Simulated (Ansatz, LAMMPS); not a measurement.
## Squeezing and shearing amorphous 86ZrO2-14SiO2 (mol %) (84 atoms)

How stiff is amorphous 86ZrO2-14SiO2 (mol %) (84 atoms), and how do its levels respond to strain?

Main program and level: Ansatz 0.2.0; Kohn-Sham DFT, PBE, PAW (set soft_2), plane waves.

### Step 1. The structure

The cell holds 84 atoms: 24 Zr, 4 Si and 56 O. Cell: a = 10.403 Å, b = 10.403 Å, c = 10.403 Å, α = 90.0°, β = 90.0°, γ = 90.0°. 84 atoms (24 Zr, 4 Si, 56 O) placed at random at 4.72 g/cm³, melted at 5000 K for 10 ps at fixed volume with the Morse and Coulomb pair potential with partial charges (Pedone, Malavasi, Menziani, Cormack and Segre, J. Phys. Chem. B 110, 11780 (2006)). Quenched from 5000 K to 300 K at 50 K/ps and fixed volume, held 5 ps, then minimised at fixed cell.

Limits known from the start: The quench rate of 50 K/ps is orders of magnitude faster than experiment, which tends to freeze in extra defects. The starting topology of bonds comes from the classical model, and needn't be the one that DFT or experiment would give. The Brillouin zone is sampled at Γ only.

### Step 2. Single point at the start

A single point comes first, to see the forces before anything moves.

The input, input.yaml:

```yaml
crystal:
  lattice:
    - [10.4028, 0.0, 0.0]
    - [0.0, 10.4028, 0.0]
    - [0.0, 0.0, 10.4028]
  atoms:
    - { symbol: Zr, position: [0.42158, 0.53706, 0.13149] }
    - { symbol: Zr, position: [0.02517, 0.78528, 0.32959] }
    - { symbol: Zr, position: [0.03774, 0.82187, 0.71459] }
    - { symbol: Zr, position: [0.28265, 0.33394, 0.26934] }
    - { symbol: Zr, position: [0.72979, 0.14445, 0.19048] }
    - { symbol: Zr, position: [0.70047, 0.75558, 0.18928] }
    - { symbol: Zr, position: [0.53242, 0.13619, 0.8468] }
    - { symbol: Zr, position: [0.27242, 0.01931, 0.38166] }
    - { symbol: Zr, position: [0.92119, 0.17723, 0.83962] }
    - { symbol: Zr, position: [0.9273, 0.45104, 0.23565] }
    - { symbol: Zr, position: [0.56077, 0.92532, 0.61648] }
    - { symbol: Zr, position: [0.68574, 0.36225, 0.95162] }
    - { symbol: Zr, position: [0.62294, 0.6876, 0.88013] }
    - { symbol: Zr, position: [0.25294, 0.69901, 0.8562] }
    - { symbol: Zr, position: [0.04798, 0.11637, 0.17024] }
    - { symbol: Zr, position: [0.85238, 0.4787, 0.67008] }
    - { symbol: Zr, position: [0.27931, 0.32602, 0.88493] }
    - { symbol: Zr, position: [0.77557, 0.75782, 0.53566] }
    - { symbol: Zr, position: [0.40628, 0.73928, 0.40289] }
    - { symbol: Zr, position: [0.92187, 0.0628, 0.5102] }
    - { symbol: Zr, position: [0.47612, 0.47717, 0.68145] }
    - { symbol: Zr, position: [0.1281, 0.28321, 0.61004] }
    - { symbol: Zr, position: [0.66435, 0.43306, 0.3695] }
    - { symbol: Zr, position: [0.1786, 0.5649, 0.49411] }
    - { symbol: Si, position: [0.24727, 0.01167, 0.91906] }
    - { symbol: Si, position: [0.41273, 0.84004, 0.10237] }
    - { symbol: Si, position: [0.95361, 0.68892, 0.01578] }
    - { symbol: Si, position: [0.52858, 0.21249, 0.4869] }
    - { symbol: O, position: [0.22916, 0.51155, 0.8914] }
    - { symbol: O, position: [0.6677, 0.5107, 0.77031] }
    - { symbol: O, position: [0.89952, 0.67818, 0.6746] }
    - { symbol: O, position: [0.98436, 0.77904, 0.13506] }
    - { symbol: O, position: [0.51182, 0.94774, 0.80524] }
    - { symbol: O, position: [0.82595, 0.7856, 0.34492] }
    - { symbol: O, position: [0.10895, 0.24785, 0.80847] }
    - { symbol: O, position: [0.74885, 0.96803, 0.5499] }
    - { symbol: O, position: [0.5174, 0.67131, 0.24896] }
    - { symbol: O, position: [0.33106, 0.36584, 0.07467] }
    - { symbol: O, position: [0.63413, 0.20358, 0.36955] }
    - { symbol: O, position: [0.3865, 0.58274, 0.52956] }
    - { symbol: O, position: [0.17969, 0.68856, 0.66587] }
    - { symbol: O, position: [0.58562, 0.78364, 0.4742] }
    - { symbol: O, position: [0.07147, 0.31584, 0.20556] }
    - { symbol: O, position: [0.92869, 0.22642, 0.62893] }
    - { symbol: O, position: [0.19837, 0.36846, 0.44456] }
    - { symbol: O, position: [0.02051, 0.58702, 0.36067] }
    - { symbol: O, position: [0.75439, 0.56677, 0.24565] }
    - { symbol: O, position: [0.38587, 0.91753, 0.51297] }
    - { symbol: O, position: [0.73246, 0.5571, 0.52141] }
    - { symbol: O, position: [0.68028, 0.95392, 0.19341] }
    - { symbol: O, position: [0.04532, 0.72933, 0.89774] }
    - { symbol: O, position: [0.30554, 0.36028, 0.68331] }
    - { symbol: O, position: [0.34176, 0.94101, 0.01766] }
    - { symbol: O, position: [0.12588, 0.05985, 0.99426] }
    - { symbol: O, position: [0.20712, 0.75099, 0.40956] }
    - { symbol: O, position: [0.72037, 0.18909, 0.82555] }
    - { symbol: O, position: [0.95665, 0.0005, 0.74514] }
    - { symbol: O, position: [0.38263, 0.88018, 0.2518] }
    - { symbol: O, position: [0.44103, 0.6432, 0.7988] }
    - { symbol: O, position: [0.66951, 0.77968, 0.71018] }
    - { symbol: O, position: [0.10275, 0.96106, 0.28942] }
    - { symbol: O, position: [0.98198, 0.86314, 0.52114] }
    - { symbol: O, position: [0.7935, 0.71313, 0.99323] }
    - { symbol: O, position: [0.49029, 0.40439, 0.27256] }
    - { symbol: O, position: [0.4939, 0.3372, 0.84094] }
    - { symbol: O, position: [0.86377, 0.3802, 0.84912] }
    - { symbol: O, position: [0.33222, 0.13326, 0.86915] }
    - { symbol: O, position: [0.55113, 0.79309, 0.04192] }
    - { symbol: O, position: [0.59605, 0.18952, 0.03548] }
    - { symbol: O, position: [0.89576, 0.10588, 0.31108] }
    - { symbol: O, position: [0.55525, 0.36035, 0.53426] }
    - { symbol: O, position: [0.5817, 0.52804, 0.01057] }
    - { symbol: O, position: [0.96692, 0.54914, 0.06842] }
    - { symbol: O, position: [0.04326, 0.46426, 0.61396] }
    - { symbol: O, position: [0.76866, 0.34044, 0.1437] }
    - { symbol: O, position: [0.3322, 0.7046, 0.05072] }
    - { symbol: O, position: [0.12836, 0.10492, 0.51203] }
    - { symbol: O, position: [0.8487, 0.36756, 0.39823] }
    - { symbol: O, position: [0.24556, 0.14448, 0.22711] }
    - { symbol: O, position: [0.21057, 0.89808, 0.81586] }
    - { symbol: O, position: [0.88712, 0.13663, 0.04307] }
    - { symbol: O, position: [0.28299, 0.54072, 0.27795] }
    - { symbol: O, position: [0.53835, 0.12792, 0.61946] }
    - { symbol: O, position: [0.39377, 0.17951, 0.4248] }
kpoints:
  mp_grid: { grid: [1, 1, 1] }
hamiltonian:
  xc: pbe
scf:
  occupations: { method: fixed }
output:
  forces: true
```

On the command line:

```bash
$ ansatz run input.yaml --threads 4 --pin off --max-ram 8192MiB --backend cpu --events-out ev --progress --plain --runs-dir out
```

Numbers of over 12 decimals in the logs are rounded to 6 here.

The program printed:

```text
[...]
Pseudopotentials: kind: paw
Pseudopotential: Zr, paw, valence charge 12, recommended cutoff 420 eV (normal), Zr.paw.azcp
Pseudopotential: Si, paw, valence charge 4, recommended cutoff 420 eV (normal), Si.paw.azcp
Pseudopotential: O, paw, valence charge 6, recommended cutoff 420 eV (normal), O.paw.azcp
[...]
Crystal: 84 atoms, lattice volume = 1125.773 Å³
Basis set: ecut = 420 eV, 22119 PW (Γ), exchange–correlation on 144×144×144 points (8 copies of the dense FFT grid, shifted against one another)
Bands: 404, of which v1, the nominal top of the filled ones, is band 320 counted from 1 (319 counted from 0)
Symmetry: 1 space group operations
Space group: P1 (ITA 1), of the structure as read, at distance tolerance 1.0e-4 Å
k-points: 1
[...]
Initial density: superposition of atomic densities (neutral atoms: chi_scale 0, normalization atom), corrected by the library's trained network
Initial wavefunctions: pseudopotential atomic-orbital guess
[...]
SCF iter   1: F=—  HF=-134856.573824 eV  |F-HF|=—  |Δ(HF+E_count)|=         —  Δρ=4.17e-3  dr2=1.52e-1  ethr=1.77e-3  ⟨swp⟩=4.0  Hψ=1225  notcnv=0  defer=81
preconditioner: auto → Resta (q_TF=auto, 2.483 Å⁻¹)  ε∞=3.8  [insulator: Δε(μ)=2.781 eV  Ē_g=15.957 eV  n_scr=256 (ndim 8)  ℏωp=26.9 eV  f_vac=0.089  ε∞_Penn≈3.8]
[...]
SCF iter   9: F=—  HF=-134856.560230 eV  |F-HF|=—  |Δ(HF+E_count)|=   1.40e-6  Δρ=6.58e-6  dr2=4.83e-7  ethr=1.80e-10  ⟨swp⟩=2.0  Hψ=551  notcnv=0  defer=78
SCF iter  10: F=-134856.560230 eV  HF=-134856.560230 eV  |F-HF|=1.73e-8  |Δ(HF+E_count)|=   9.66e-8  Δρ=2.35e-6  dr2=6.38e-8  ethr=1.56e-11  ⟨swp⟩=3.0  Hψ=1280  notcnv=0
SCF 1 converged in 10 iterations: F = -134856.560230 eV  dr2 = 6.38e-8
[...]
SCF converged after 10 iterations
Free energy (F): -134856.560230 eV
Harris-Foulkes:  -134856.560230 eV  (|F-HF|=1.73e-8)
Internal energy: -134856.560230 eV  (E = F + TS)
E sigma→0 (E₀):  -134856.560230 eV
Fermi energy:    8.122777 eV
--- Per-component energies (eV) ---
[...]
Σ components = -134856.560230   (vs F -134856.560230, Δ=0.00e0)
--- Forces (eV/Å), atoms counted from 1 ---
  atom   1  Zr    -0.12845326    -0.03003595     0.44739328
  atom   2  Zr    -0.53485178    -0.51014986    -1.41813041
  atom   3  Zr    -1.07951430     0.92558561    -0.54703981
  atom   4  Zr     0.51407697    -0.37521934     0.89799285
[...]
atom  84  O     -2.25233778    -0.13105269    -1.02943517
  max |Σ_I F_I| component: 6.86e-5 eV/Å
```

Wall time 14 s (4 threads of Arm Neoverse V1, shared host); peak memory 1.5 GiB; 53 s of CPU time.

The r.m.s. force at the start is 0.61 eV/Å.

### Step 3. Cell and atoms relaxed

Cell and atoms are freed together, to release stress as well as forces.

The input, input.yaml:

```yaml
crystal:
  lattice:
    - [10.4028, 0.0, 0.0]
    - [0.0, 10.4028, 0.0]
    - [0.0, 0.0, 10.4028]
  atoms:
    [... the 84 atom lines of step 2 ...]
kpoints:
  mp_grid: { grid: [1, 1, 1] }
hamiltonian:
  xc: pbe
scf:
  occupations: { method: fixed }
output:
  forces: true
relax:
  f_tol: 0.05
  max_steps: 150
  cell: {}
```

The program printed:

```text
[...]
Crystal: 84 atoms, lattice volume = 1125.773 Å³
Basis set: ecut = 420 eV, 22119 PW (Γ), exchange–correlation on 144×144×144 points (8 copies of the dense FFT grid, shifted against one another)
Bands: 404, of which v1, the nominal top of the filled ones, is band 320 counted from 1 (319 counted from 0)
Symmetry: 1 space group operations
[...]
k-points: 1
[...]
SCF iter   1: F=—  HF=-134856.573823 eV  |F-HF|=—  |Δ(HF+E_count)|=         —  Δρ=4.17e-3  dr2=1.52e-1  ethr=1.77e-3  ⟨swp⟩=4.0  Hψ=1225  notcnv=0  defer=81
[...]
SCF iter  10: F=-134856.560230 eV  HF=-134856.560230 eV  |F-HF|=1.73e-8  |Δ(HF+E_count)|=   9.66e-8  Δρ=2.35e-6  dr2=6.38e-8  ethr=1.56e-11  ⟨swp⟩=3.0  Hψ=1280  notcnv=0
SCF 1 converged in 10 iterations: F = -134856.560230 eV  dr2 = 6.38e-8
[...]
relax step   1: F+E_penalty+E_count = -134856.56023048 eV  Δ(F+E_penalty+E_count) = +0.000e0 eV  max|allowed force component| = 2.724e0 eV/Å  Δτ_max = 0.0000 Å  P = -1.649 GPa  Ω = 1125.773 Å³  (10 SCF iters, dr2 threshold 1.00e-7 eV, accepted)
[... from here on, the SCF cycles and remarks between the steps are left out ...]
relax step   2: F+E_penalty+E_count = -134858.03877361 eV  Δ(F+E_penalty+E_count) = -1.479e0 eV  max|allowed force component| = 1.462e0 eV/Å  Δτ_max = 0.1397 Å  P = +1.285 GPa  Ω = 1101.244 Å³  energy of the carried Pulay correction = +8.642e-2 eV  (8 SCF iters, dr2 threshold 8.40e-6 eV, accepted)
relax step   3: F+E_penalty+E_count = -134858.80559073 eV  Δ(F+E_penalty+E_count) = -7.668e-1 eV  max|allowed force component| = 1.068e0 eV/Å  Δτ_max = 0.0659 Å  P = +0.585 GPa  Ω = 1106.804 Å³  energy of the carried Pulay correction = +6.667e-2 eV  (7 SCF iters, dr2 threshold 8.40e-6 eV, accepted)
relax step   4: F+E_penalty+E_count = -134859.21435597 eV  Δ(F+E_penalty+E_count) = -4.088e-1 eV  max|allowed force component| = 6.003e-1 eV/Å  Δτ_max = 0.2000 Å  P = +0.053 GPa  Ω = 1111.808 Å³  energy of the carried Pulay correction = +4.897e-2 eV  (8 SCF iters, dr2 threshold 8.40e-6 eV, accepted)
relax step   5: F+E_penalty+E_count = -134859.36263079 eV  Δ(F+E_penalty+E_count) = -1.483e-1 eV  max|allowed force component| = 8.141e-1 eV/Å  Δτ_max = 0.2000 Å  P = +0.052 GPa  Ω = 1112.069 Å³  energy of the carried Pulay correction = +4.805e-2 eV  (8 SCF iters, dr2 threshold 8.40e-6 eV, accepted)
relax step   6: F+E_penalty+E_count = -134859.44874172 eV  Δ(F+E_penalty+E_count) = -8.611e-2 eV  max|allowed force component| = 2.944e-1 eV/Å  Δτ_max = 0.2000 Å  P = -0.072 GPa  Ω = 1109.765 Å³  energy of the carried Pulay correction = +5.619e-2 eV  (8 SCF iters, dr2 threshold 8.40e-6 eV, accepted)
relax step   7: F+E_penalty+E_count = -134859.44374995 eV  Δ(F+E_penalty+E_count) = +4.992e-3 eV  max|allowed force component| = 1.580e-1 eV/Å  Δτ_max = 0.2000 Å  P = +0.010 GPa  Ω = 1110.607 Å³  energy of the carried Pulay correction = +5.321e-2 eV  (8 SCF iters, dr2 threshold 5.42e-6 eV, rejected (line search))
relax step   8: F+E_penalty+E_count = -134859.48007221 eV  Δ(F+E_penalty+E_count) = -3.133e-2 eV  max|allowed force component| = 1.928e-1 eV/Å  Δτ_max = 0.0968 Å  P = +0.083 GPa  Ω = 1110.152 Å³  energy of the carried Pulay correction = +5.482e-2 eV  (13 SCF iters, accepted)
relax step   9: F+E_penalty+E_count = -134859.49260439 eV  Δ(F+E_penalty+E_count) = -1.253e-2 eV  max|allowed force component| = 1.519e-1 eV/Å  Δτ_max = 0.1000 Å  P = +0.063 GPa  Ω = 1108.435 Å³  energy of the carried Pulay correction = +6.089e-2 eV  (8 SCF iters, dr2 threshold 2.32e-6 eV, accepted)
relax step  10: F+E_penalty+E_count = -134859.49177494 eV  Δ(F+E_penalty+E_count) = +8.295e-4 eV  max|allowed force component| = 1.299e-1 eV/Å  Δτ_max = 0.0222 Å  P = -0.109 GPa  Ω = 1110.120 Å³  energy of the carried Pulay correction = +5.493e-2 eV  (7 SCF iters, dr2 threshold 1.44e-6 eV, accepted)
relax step  11: F+E_penalty+E_count = -134859.53879525 eV  Δ(F+E_penalty+E_count) = -4.702e-2 eV  max|allowed force component| = 2.181e-1 eV/Å  Δτ_max = 0.2000 Å  P = +0.032 GPa  Ω = 1107.461 Å³  energy of the carried Pulay correction = +6.434e-2 eV  (8 SCF iters, dr2 threshold 1.05e-6 eV, accepted)
relax step  12: F+E_penalty+E_count = -134859.57872540 eV  Δ(F+E_penalty+E_count) = -3.993e-2 eV  max|allowed force component| = 3.359e-1 eV/Å  Δτ_max = 0.1937 Å  P = -0.124 GPa  Ω = 1106.570 Å³  energy of the carried Pulay correction = +6.750e-2 eV  (8 SCF iters, dr2 threshold 2.97e-6 eV, accepted)
relax step  13: F+E_penalty+E_count = -134859.68595220 eV  Δ(F+E_penalty+E_count) = -1.072e-1 eV  max|allowed force component| = 3.407e-1 eV/Å  Δτ_max = 0.2000 Å  P = +0.025 GPa  Ω = 1104.643 Å³  energy of the carried Pulay correction = +7.434e-2 eV  (8 SCF iters, dr2 threshold 7.05e-6 eV, accepted)
relax step  14: F+E_penalty+E_count = -134859.81549323 eV  Δ(F+E_penalty+E_count) = -1.295e-1 eV  max|allowed force component| = 2.511e-1 eV/Å  Δτ_max = 0.2000 Å  P = -0.002 GPa  Ω = 1103.692 Å³  energy of the carried Pulay correction = +7.771e-2 eV  (8 SCF iters, dr2 threshold 7.25e-6 eV, accepted)
relax step  15: F+E_penalty+E_count = -134859.78346359 eV  Δ(F+E_penalty+E_count) = +3.203e-2 eV  max|allowed force component| = 9.936e-1 eV/Å  Δτ_max = 0.1994 Å  P = -0.012 GPa  Ω = 1102.005 Å³  energy of the carried Pulay correction = +8.372e-2 eV  (8 SCF iters, dr2 threshold 3.94e-6 eV, rejected (line search))
relax step  16: F+E_penalty+E_count = -134859.86600271 eV  Δ(F+E_penalty+E_count) = -5.051e-2 eV  max|allowed force component| = 2.248e-1 eV/Å  Δτ_max = 0.0997 Å  P = -0.039 GPa  Ω = 1103.579 Å³  energy of the carried Pulay correction = +7.812e-2 eV  (13 SCF iters, accepted)
relax step  17: F+E_penalty+E_count = -134859.91488582 eV  Δ(F+E_penalty+E_count) = -4.888e-2 eV  max|allowed force component| = 2.111e-1 eV/Å  Δτ_max = 0.0980 Å  P = -0.028 GPa  Ω = 1103.136 Å³  energy of the carried Pulay correction = +7.969e-2 eV  (7 SCF iters, dr2 threshold 3.16e-6 eV, accepted)
relax step  18: F+E_penalty+E_count = -134859.96688657 eV  Δ(F+E_penalty+E_count) = -5.200e-2 eV  max|allowed force component| = 2.110e-1 eV/Å  Δτ_max = 0.1462 Å  P = -0.058 GPa  Ω = 1102.800 Å³  energy of the carried Pulay correction = +8.089e-2 eV  (8 SCF iters, dr2 threshold 2.78e-6 eV, accepted)
relax step  19: F+E_penalty+E_count = -134860.02170867 eV  Δ(F+E_penalty+E_count) = -5.482e-2 eV  max|allowed force component| = 1.032e-1 eV/Å  Δτ_max = 0.2000 Å  P = +0.011 GPa  Ω = 1100.779 Å³  energy of the carried Pulay correction = +8.808e-2 eV  (8 SCF iters, dr2 threshold 2.78e-6 eV, accepted)
relax step  20: F+E_penalty+E_count = -134859.94694296 eV  Δ(F+E_penalty+E_count) = +7.477e-2 eV  max|allowed force component| = 5.018e-1 eV/Å  Δτ_max = 0.2000 Å  P = +0.101 GPa  Ω = 1099.466 Å³  energy of the carried Pulay correction = +9.276e-2 eV  (9 SCF iters, dr2 threshold 6.66e-7 eV, rejected (line search))
relax step  21: F+E_penalty+E_count = -134860.03390811 eV  Δ(F+E_penalty+E_count) = -1.220e-2 eV  max|allowed force component| = 1.114e-1 eV/Å  Δτ_max = 0.0684 Å  P = -0.076 GPa  Ω = 1100.601 Å³  energy of the carried Pulay correction = +8.872e-2 eV  (13 SCF iters, accepted)
relax step  22: F+E_penalty+E_count = -134860.04244975 eV  Δ(F+E_penalty+E_count) = -8.542e-3 eV  max|allowed force component| = 8.000e-2 eV/Å  Δτ_max = 0.1000 Å  P = +0.017 GPa  Ω = 1099.450 Å³  energy of the carried Pulay correction = +9.282e-2 eV  (8 SCF iters, dr2 threshold 7.75e-7 eV, accepted)
relax step  23: F+E_penalty+E_count = -134860.04578348 eV  Δ(F+E_penalty+E_count) = -3.334e-3 eV  max|allowed force component| = 7.598e-2 eV/Å  Δτ_max = 0.0233 Å  P = +0.034 GPa  Ω = 1099.311 Å³  energy of the carried Pulay correction = +9.332e-2 eV  (7 SCF iters, dr2 threshold 4.00e-7 eV, accepted)
relax step  24: F+E_penalty+E_count = -134860.04945569 eV  Δ(F+E_penalty+E_count) = -3.672e-3 eV  max|allowed force component| = 2.796e-2 eV/Å  Δτ_max = 0.0103 Å  P = +0.015 GPa  Ω = 1099.143 Å³  energy of the carried Pulay correction = +9.392e-2 eV  (7 SCF iters, dr2 threshold 3.61e-7 eV, accepted)
relax step  25: F+E_penalty+E_count = -134859.99115605 eV  Δ(F+E_penalty+E_count) = +5.830e-2 eV  max|allowed force component| = 2.983e-2 eV/Å  Δτ_max = 0.0000 Å  P = -0.062 GPa  Ω = 1099.143 Å³  stress off target by 2.22e-1 GPa  SCF on the basis re-selected at this cell (its energy is not comparable with the rows above)  (7 SCF iters)
relax step  26: F+E_penalty+E_count = -134859.99430974 eV  Δ(F+E_penalty+E_count) = -3.154e-3 eV  max|allowed force component| = 4.133e-2 eV/Å  Δτ_max = 0.0154 Å  P = -0.004 GPa  Ω = 1099.220 Å³  energy of the carried Pulay correction = -1.136e-4 eV  (8 SCF iters, dr2 threshold 1.24e-7 eV, accepted)
relax step  27: F+E_penalty+E_count = -134859.99455778 eV  Δ(F+E_penalty+E_count) = -2.480e-4 eV  max|allowed force component| = 4.136e-2 eV/Å  Δτ_max = 0.0000 Å  P = -0.003 GPa  Ω = 1099.220 Å³  stress off target by 2.12e-2 GPa  SCF on the basis re-selected at this cell (its energy is not comparable with the rows above)  (6 SCF iters)
basis re-selected at this cell: Δ(F+E_penalty+E_count) = -2.480e-4 eV, ΔP = +0.001 GPa vs the last step (what re-selecting the basis moved, of the pressure what is left beyond the Pulay correction that the steps carried, after the strain that the cell walked since its last selection, [...]
SCF converged after 6 iterations
Free energy (F): -134859.994558 eV
[...]
Internal energy: -134859.994558 eV  (E = F + TS)
E sigma→0 (E₀):  -134859.994558 eV
Fermi energy:    8.058780 eV
[...]
--- Forces (eV/Å), atoms counted from 1 ---
  atom   1  Zr     0.00837443    -0.00914957    -0.00519139
  atom   2  Zr     0.00235833     0.00703541     0.00380124
  atom   3  Zr     0.00891776     0.00851475    -0.00739026
  atom   4  Zr    -0.00037924    -0.01180897    -0.01408326
  atom   5  Zr     0.00307932    -0.00471732     0.01337715
  atom   6  Zr    -0.00067888    -0.00014310    -0.00535513
  atom   7  Zr    -0.00843205    -0.01201322    -0.00451707
  atom   8  Zr    -0.00034998     0.01368242    -0.00269650
  atom   9  Zr     0.00173758    -0.00299345     0.00486474
  atom  10  Zr     0.01301626    -0.00911535    -0.00856049
  atom  11  Zr    -0.00185083     0.00253837     0.01960454
  atom  12  Zr     0.00919363    -0.00813592    -0.00348394
  atom  13  Zr     0.00133768    -0.01360903     0.02143212
  atom  14  Zr    -0.00013782     0.02577757     0.01915575
[...]
atom  83  O      0.00709618    -0.01764561     0.00693358
  atom  84  O      0.00153391    -0.00459150    -0.00046729
  max |Σ_I F_I| component: 1.28e-5 eV/Å
--- Stress (GPa, compression-positive) ---
       -0.007298      -0.000574       0.016954
       -0.000574      -0.002288      -0.002326
        0.016955      -0.002325      -0.000435
  P = ⅓ Tr σ = -0.0033 GPa (-0.033 kbar)
--- Relaxed structure (25 steps of the walk, 22 accepted, 2 SCFs on fresh bases) ---
  F+E_penalty+E_count = -134859.99455778 eV   max|allowed force component| = 4.136e-2 eV/Å   (the final SCF, on the basis selected at the relaxed cell)
  cell:  # Å, volume = 1099.2204 Å³
    - [10.357314, -0.219787, 0.044321]
    - [-0.219787, 10.552604, -0.044870]
    - [0.044321, -0.044870, 10.062042]
  atoms:
    - { symbol: Zr, position: [0.387682, 0.544691, 0.117429] }
    - { symbol: Zr, position: [0.035644, 0.779091, 0.318448] }
    - { symbol: Zr, position: [0.028361, 0.809332, 0.719685] }
    - { symbol: Zr, position: [0.298696, 0.324260, 0.284929] }
[...]
- { symbol: O, position: [0.386937, 0.188734, 0.427797] }
```

Run time: 5.8 min. Hardware: 4 threads; peak memory 1.5 GiB; 22 min of CPU time.

The relaxation converged after 25 steps, with a largest force component of 0.041 eV/Å.

[end of part 1 of 4]

[Logs are printed without paths, hosts, clocks, repeated set-up lines and the standing remarks that a program may print on its own settings, such as how far it seeks lower states.]

[Hosts, paths, dates, database ids (printed as entryN), source tags and the programs' standing remarks are cut or masked in the printed files.]
